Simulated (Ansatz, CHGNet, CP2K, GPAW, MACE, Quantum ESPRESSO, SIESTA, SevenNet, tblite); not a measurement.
## Ge(100) slab, H on the bottom face, dimerised (80 atoms): one structure in several programs

Aim: run Ge(100) slab, H on the bottom face, dimerised (80 atoms) in several programs and set results and cost side by side. A plane-wave run serves as the reference.

Calculated with Quantum ESPRESSO 7.5; Kohn-Sham DFT, PBE, SSSP efficiency 1.3.0 pseudopotentials, plane waves.

**1. Set-up**

The cell holds 80 atoms: 64 Ge and 16 H. Its edges and angles: a = 16.003 Å, b = 8.002 Å, c = 20.785 Å, α = 90.0°, β = 90.0°, γ = 90.0°. It derives from Ge (diamond-structure). Diamond-structure Ge (a = 5.658 Å), (100) slab of 8 atomic planes, 4 x 2 surface cells, H on the broken bonds of the bottom face, 10 Å of vacuum; top atoms paired into dimers, p(2x2) buckling; displaced by a Gaussian of 0.02 Å. Then every atom was moved at random, 0.05 Å r.m.s. a Cartesian component (hydrogen 0.6 of that). Regions: slab, 64 atoms (64 Ge); hydrogen, 16 atoms (16 H). Vacuum lies along c.

**2. The reference run**

pw.in reads:

```
&control
  calculation = 'scf'
  pseudo_dir = './pseudo'
  outdir = './tmp'
  disk_io = 'none'
  tprnfor = .true.
/
&system
  ibrav = 0
  nat = 80
  ntyp = 2
  ecutwfc = 45
  ecutrho = 360
  nosym = .true.
  occupations = 'smearing'
  smearing = 'fd'
  degauss = 0.003675
/
&electrons
  conv_thr = 4.0e-07
  electron_maxstep = 100
  mixing_beta = 0.2
  mixing_mode = 'local-TF'
  diagonalization = 'david'
/
ATOMIC_SPECIES
Ge 72.630 Ge.upf
H 1.008 H.upf
CELL_PARAMETERS angstrom
16.00324 0.00000 0.00000
0.00000 8.00162 0.00000
0.00000 0.00000 20.78485
ATOMIC_POSITIONS crystal
Ge 0.12606 0.25051 0.28220
Ge 0.99310 0.24706 0.35003
Ge 0.99646 0.49684 0.41531
Ge 0.12096 0.99598 0.49092
Ge 0.12306 0.25650 0.55609
Ge 0.00533 0.25199 0.62370
Ge 0.00460 0.00044 0.68640
Ge 0.12508 0.09226 0.76265
Ge 0.12433 0.75049 0.28354
Ge 0.99939 0.75863 0.34873
Ge 0.99836 0.99968 0.41842
Ge 0.13137 0.50012 0.48165
[... 64 atom lines left out ...]
H 0.87556 0.09242 0.24007
H 0.87688 0.40527 0.23987
H 0.87725 0.90575 0.24128
H 0.87461 0.59483 0.23951
K_POINTS gamma
```

Launch:

```
$ OMP_NUM_THREADS=1 mpirun -np 4 pw.x -in pw.in > output.txt
```

What it wrote:

```text
Program PWSCF
     gamma-point specific algorithms are used
     one sub-group per band group will be used
     scalapack distributed-memory algorithm (size of sub-group:  2*  2 procs)
     Parallelization info
     sticks:   dense  smooth     PW     G-vecs:    dense   smooth      PW
     Min        3276    1641    409               517920   183123   22863
     Max        3279    1644    412               517930   183130   22872
     Sum       13109    6569   1645              2071697   732507   91479
     bravais-lattice index     =            0
     lattice parameter (alat)  =      30.2417  a.u.
     unit-cell volume          =   17960.9514 (a.u.)^3
     number of atoms/cell      =           80
     number of atomic types    =            2
     number of electrons       =       912.00
[... lines left out ...]
     scf convergence threshold =      4.0E-07
[... lines left out ...]
     number of k points=     1  Fermi-Dirac smearing, width (Ry)=  0.0037
[... lines left out ...]
     total energy              =  -13690.51273934 Ry
[... lines left out ...]
     total energy              =  -13689.94789211 Ry
[... lines left out ...]
     total energy              =  -13690.09506251 Ry
[... lines left out ...]
     total energy              =  -13690.07931946 Ry
[... lines left out ...]
     total energy              =  -13690.07931947 Ry
     estimated scf accuracy    <       0.00000054 Ry
     iteration # 17     ecut=    45.00 Ry     beta= 0.20
     negative rho (up, down):  6.031E-05 0.000E+00
     End of self-consistent calculation
          k = 0.0000 0.0000 0.0000 ( 45740 PWs)   bands (ev):
   -22.2405 -22.2236 -22.1866 -22.1550 -22.1528 -22.1525 -22.1461 -22.1361
   -22.1285 -22.1172 -22.1114 -22.1092 -22.1067 -22.1043 -22.1028 -22.0987
   -22.0915 -22.0865 -22.0822 -22.0776 -22.0728 -22.0715 -22.0698 -22.0646
[...]
7.0697   7.1159   7.1500   7.1620   7.1783   7.2543   7.2686   7.2837
     7.3114   7.3566   7.3970   7.4551   7.4646   7.4998   7.5201   7.5552
     7.5747   7.6060   7.6564
     the Fermi energy is     2.4293 ev
!    total energy              =  -13690.07932003 Ry
     estimated scf accuracy    <       0.00000012 Ry
     smearing contrib. (-TS)   =      -0.01545716 Ry
     internal energy E=F+TS    =  -13690.06386288 Ry
     The total energy is F=E-TS. E is the sum of the following terms:
     one-electron contribution =  -40350.89295465 Ry
     hartree contribution      =   20829.56321163 Ry
     xc contribution           =   -3743.36917078 Ry
     ewald contribution        =    9574.63505091 Ry
     convergence has been achieved in  17 iterations
     negative rho (up, down):  6.031E-05 0.000E+00
     Forces acting on atoms (cartesian axes, Ry/au):
     atom    1 type  1   force =    -0.04138531    0.00920658    0.01734918
     atom    2 type  1   force =     0.05763625   -0.00239374    0.00677637
     atom    3 type  1   force =     0.05315304    0.02790595   -0.00871207
[...]
atom   79 type  2   force =    -0.00462670   -0.01765220   -0.00248983
     atom   80 type  2   force =    -0.00100420    0.01517564   -0.00077054
     Total force =     0.463553     Total SCF correction =     0.001536
     Message from routine punch:
     Nothing written, as per user request (disk_io='none')
```

Elapsed: 8 min, on 4 MPI ranks of Arm Neoverse V2, shared host; peak memory 7.7 GiB; 32 min of CPU time.

Banners, paths, timers and routine set-up lines are dropped from the logs unmarked, and long logs keep their key lines alone; longer cuts are marked.

Numbers from this run:

```
r.m.s. force component : 0.7693 eV/Å
longest force          : 3.356 eV/Å
```

**3. The other programs**

The programs:
- CHGNet: machine-learned potential, published weights.
- CP2K 2026.2: Gaussian basis with GTH pseudopotentials and a plane-wave density; labels give functional, basis (MOLOPT sets; SR short-range, UZH the newer set with its own potentials), grid cutoff/relative cutoff and solver (OT: orbital transformation; TRS4, TC2, SIGN: linear-scaling purification with its sparsity filter), or its built-in tight binding.
- GPAW 26.7.0: PAW with atomic orbitals (LCAO), plane waves or a real-space grid of spacing h.
- MACE: machine-learned potential, published weights.
- SIESTA 5.4.2: numerical atomic orbitals, whose automatically made sets are far from complete, with PseudoDojo norm-conserving potentials that we converted to its format (checked against plane waves on the same files for H, C, O, Si, Ge and Ca alone); labels give functional, basis size, energy shift and mesh cutoff.
- SevenNet: machine-learned potential, published weights.
- tblite 0.8.0: extended tight binding, driven from Python.

All use the same cell and atoms; the electronic-structure runs use the same k-mesh, and an electronic temperature of 580 K (0.05 eV) where levels are smeared.

Differences are against the plane-wave reference, forces as r.m.s. over components; share is that over the reference's r.m.s. force, slope the least-squares factor from reference forces to these. Total energies of different programs have different zeros and aren't compared.

```tsv
run	Δ force, r.m.s. (meV/Å)	share (%)	slope	cores	CPU time	memory (GiB)
reference	-	-	-	4	32 min	7.7
CHGNet 0.3.0 potential	304	39.6	0.839	1	3.1 s	0.65
CP2K BLYP, DZVP-MOLOPT-SR, 450/50 Ry, diagonalisation	140	18.2	0.957	2	4 min	4.4
CP2K LDA, DZVP-MOLOPT-SR, 450/50 Ry, diagonalisation	171	22.2	0.857	2	3.3 min	4.1
CP2K PBE+D3, DZVP-MOLOPT-SR, 450/50 Ry, diagonalisation	53.8	6.99	0.986	2	5.3 min	4.3
CP2K PBE, DZVP-MOLOPT-SR, 157/50 Ry, diagonalisation (coarse)	153	19.9	0.984	1	2.4 min	1.2
CP2K PBE, DZVP-MOLOPT-SR, 450/20 Ry, diagonalisation (coarse)	44.9	5.84	0.986	2	4.4 min	4.3
CP2K PBE, DZVP-MOLOPT-SR, 450/50 Ry, diagonalisation	44.8	5.83	0.987	2	5.3 min	4.3
CP2K PBE, DZVP-MOLOPT-SR, 630/50 Ry, diagonalisation	44.8	5.83	0.987	2	7.1 min	6.5
CP2K PBE, SZV-MOLOPT-SR, 450/50 Ry, diagonalisation (coarse)	375	48.7	1.276	1	3.7 min	4.2
CP2K PBE, TZV2P-MOLOPT (SR for Ge), 450/50 Ry, diagonalisation	25.7	3.35	0.989	4	8 min	8.1
CP2K PBE, TZVP-UZH, 450/50 Ry, diagonalisation	26.7	3.47	0.995	4	6.3 min	5.9
GPAW PBE, LCAO dzp, h 0.15 Å	138	18.0	1.086	1	6.3 min	3.9
GPAW PBE, LCAO dzp, h 0.2 Å	139	18.1	1.086	1	3.1 min	1.7
GPAW PBE, LCAO dzp, h 0.2 Å, other mixer settings	139	18.0	1.086	1	4.1 min	1.6
GPAW PBE, LCAO sz(dzp), h 0.2 Å (coarse)	539	70.1	1.266	1	60 s	1.4
GPAW PBE, LCAO szp(dzp), h 0.2 Å (coarse)	318	41.3	1.207	1	2.4 min	1.7
MACE MP-0b2 small potential	248	32.3	0.911	1	5.9 s	0.66
SIESTA PBE, DZ, shift 0.01 Ry, mesh 300 Ry (coarse)	140	18.2	1.115	1	2.7 min	1.1
SIESTA PBE, DZP, shift 0.01 Ry, mesh 200 Ry	121	15.7	1.094	1	3.7 min	1
SIESTA PBE, DZP, shift 0.01 Ry, mesh 300 Ry	122	15.9	1.094	1	6.8 min	1.7
SIESTA PBE, TZP, shift 0.01 Ry, mesh 300 Ry	117	15.2	1.098	2	9.5 min	2.3
SevenNet l3i5 potential	250	32.5	0.866	1	8 s	1.1
tblite GFN1-xTB	285	37.0	1.018	1	4.6 s	0.15
```

Rows marked coarse were listed beforehand as settings not expected to be converged; some can still land near the reference.

Times of the machine-learned potentials are mostly Python's start and the loading of weights.

CPU time is summed over cores on a shared host, where runs went side by side, so it is rough. Symmetry, cutoffs, thresholds, outputs and thread counts weren't matched or tuned between programs; memory under MPI is the largest rank's times the ranks.

Runs without a result: CP2K GFN1-xTB, diagonalisation (not converged, the SCF not settling); tblite GFN2-xTB (not converged); SIESTA PBE, SZP, shift 0.01 Ry, mesh 300 Ry (cut off at its time limit of 5.1 min).

Mean charges by element (e), by run and scheme:

```tsv
run	scheme	Ge	H
CP2K BLYP, DZVP-MOLOPT-SR, 450/50 Ry, diagonalisation	Mulliken	0.00	-0.01
CP2K LDA, DZVP-MOLOPT-SR, 450/50 Ry, diagonalisation	Mulliken	-0.01	+0.06
CP2K PBE+D3, DZVP-MOLOPT-SR, 450/50 Ry, diagonalisation	Mulliken	-0.01	+0.02
CP2K PBE, DZVP-MOLOPT-SR, 450/50 Ry, diagonalisation	Mulliken	-0.01	+0.02
CP2K PBE, DZVP-MOLOPT-SR, 630/50 Ry, diagonalisation	Mulliken	-0.01	+0.02
CP2K PBE, TZV2P-MOLOPT (SR for Ge), 450/50 Ry, diagonalisation	Mulliken	+0.03	-0.10
CP2K PBE, TZVP-UZH, 450/50 Ry, diagonalisation	Mulliken	+0.02	-0.07
SIESTA PBE, DZP, shift 0.01 Ry, mesh 200 Ry	Hirshfeld	+0.02	-0.07
SIESTA PBE, DZP, shift 0.01 Ry, mesh 300 Ry	Hirshfeld	+0.02	-0.07
SIESTA PBE, TZP, shift 0.01 Ry, mesh 300 Ry	Hirshfeld	+0.02	-0.07
tblite GFN1-xTB	Mulliken	+0.01	-0.05
```

Within one program, basis, potentials and functional, energies share a zero. Each run against its twin at the usual cutoff or grid and solver:

```tsv
run	twin	Δ energy (meV/atom)	Δ force, r.m.s. (meV/Å)	CPU time over the twin's
CP2K PBE, DZVP-MOLOPT-SR, 157/50 Ry, diagonalisation	DZVP-MOLOPT-SR, 450/50 Ry, diagonalisation	-1.37	146	0.46 (this twin ran on 2 cores)
CP2K PBE, DZVP-MOLOPT-SR, 450/20 Ry, diagonalisation	DZVP-MOLOPT-SR, 450/50 Ry, diagonalisation	0.0133	1.54	0.83
CP2K PBE, DZVP-MOLOPT-SR, 630/50 Ry, diagonalisation	DZVP-MOLOPT-SR, 450/50 Ry, diagonalisation	0	0.01	1.3
GPAW PBE, LCAO dzp, h 0.15 Å	LCAO dzp, h 0.2 Å	-9.48	8.90	2.1
GPAW PBE, LCAO dzp, h 0.2 Å, other mixer settings	LCAO dzp, h 0.2 Å	1.0e-4	1.90	1.3
SIESTA PBE, DZP, shift 0.01 Ry, mesh 200 Ry	DZP, shift 0.01 Ry, mesh 300 Ry	-11.2	4.62	0.54
```

**4. Outcome**

| Property | Result |
| --- | --- |
| reference r.m.s. force component | 0.769 eV/Å |
| nearest in forces | CP2K PBE, TZV2P-MOLOPT (SR for Ge), 450/50 Ry, diagonalisation, 3.3 % |
| farthest in forces | GPAW PBE, LCAO sz(dzp), h 0.2 Å (coarse), 70 % |
| cheapest electronic-structure run beside the reference | tblite GFN1-xTB, 4.6 s of CPU time |

The PBE runs in local orbitals, coarse settings apart, differ by 3.3 % (CP2K PBE, TZV2P-MOLOPT (SR for Ge), 450/50 Ry, diagonalisation) to 18 % (GPAW PBE, LCAO dzp, h 0.2 Å); basis, grid and potentials can all enter. Tight binding differs by 37 % (tblite GFN1-xTB); it is another model, with fitted parameters of its own, and the xTB methods hold dispersion. Machine-learned potentials differ by 32 % (MACE MP-0b2 small potential) to 40 % (CHGNet 0.3.0 potential); they were trained on other programs' data. Among those trained on PBE data the slope goes as low as 0.84, which softening far from their training structures can give, though the reference's k-sampling is untested too. Rows with another functional or a dispersion term differ by 7.0 % (CP2K PBE+D3, DZVP-MOLOPT-SR, 450/50 Ry, diagonalisation) to 22 % (CP2K LDA, DZVP-MOLOPT-SR, 450/50 Ry, diagonalisation), which mixes the change of model with differences of basis and potentials. Runs with settings chosen to be coarse differ by 5.8 % (CP2K PBE, DZVP-MOLOPT-SR, 450/20 Ry, diagonalisation) to 70 % (GPAW PBE, LCAO sz(dzp), h 0.2 Å), their programs' other errors included. Of the electronic-structure runs that take under half the reference's CPU time, CP2K PBE, TZV2P-MOLOPT (SR for Ge), 450/50 Ry, diagonalisation comes nearest, at 3.3 % in 8 min against 32 min. SIESTA PBE, DZ, shift 0.01 Ry, mesh 300 Ry stiffens the forces by a factor of 1.11 while following their directions (correlation 0.992); the slopes of the 4 SIESTA runs lie between 1.09 and 1.11. Charges hang on model, scheme and program or settings: among these rows the mean for H runs from -0.10 to +0.06 e, even in sign. In the reference: levels near the Fermi energy are neither full nor empty under the smearing, so no gap is quoted. Periodic xTB results under one method name differ between programs and library versions. The potentials hold different valence shells: 912 electrons in the reference, 272 in GPAW and 272 in CP2K with TZVP-UZH; this bears on time and differences. GPAW's setups keep the filled d shell of Ge in the core. Machine-learned potentials mimic data converged in k, so the reference's own k-point error enters their differences. The runs have no spin polarisation, so any moments at edges, vacancies or dangling bonds can't form. The electronic-structure runs sample only Γ, in a cell whose shortest periodic width is 8 Å, which is coarse for a cell with partly filled levels.

[Also dropped from logs without a mark: logging warnings of Python, and SIESTA's first energy breakdown and zero terms.]

[Logs are printed without paths, hosts, clocks, repeated set-up lines and the standing remarks that a program may print on its own settings, such as how far it seeks lower states.]

[Hosts, paths, dates, database ids (printed as entryN), source tags and the programs' standing remarks are cut or masked in the printed files.]
